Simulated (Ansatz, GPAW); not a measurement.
# Which magnetic ion is it?

A crystal has the composition Cs2MV2Br2O6, where M is a 3d element. A calculation (PBE+U, spin-orbit coupling in second variation, Ansatz) gives:

```
S                            : 5/2
g                            : ⊥ 2.0032, ∥ 2.0023
D, with anisotropic exchange : -0.299 cm⁻¹ (-8.98 GHz)
E                            : -0.0967 cm⁻¹ (-2.9 GHz)
moment in its sphere         : 4.09 μB
```

Q: Name the magnetic ion and its oxidation state.

The crystal is Cs2MnV2Br2O6, space group Cmm2. The spin sits on Mn, with 2 O + 3 Br at 2.06 to 2.88 Å round it. With the usual charges of the other elements M must be +2. The high-spin ion of that charge with S = 5/2 in this row is Mn²⁺ high-spin d⁵. Low-spin ions are left aside. The shift from the free-electron value is small, as for a half-filled shell without orbital momentum.

[Logs are printed without paths, hosts, clocks, repeated set-up lines and the standing remarks that a program may print on its own settings, such as how far it seeks lower states.]

[Hosts, paths, dates, database ids (printed as entryN), source tags and the programs' standing remarks are cut or masked in the printed files.]
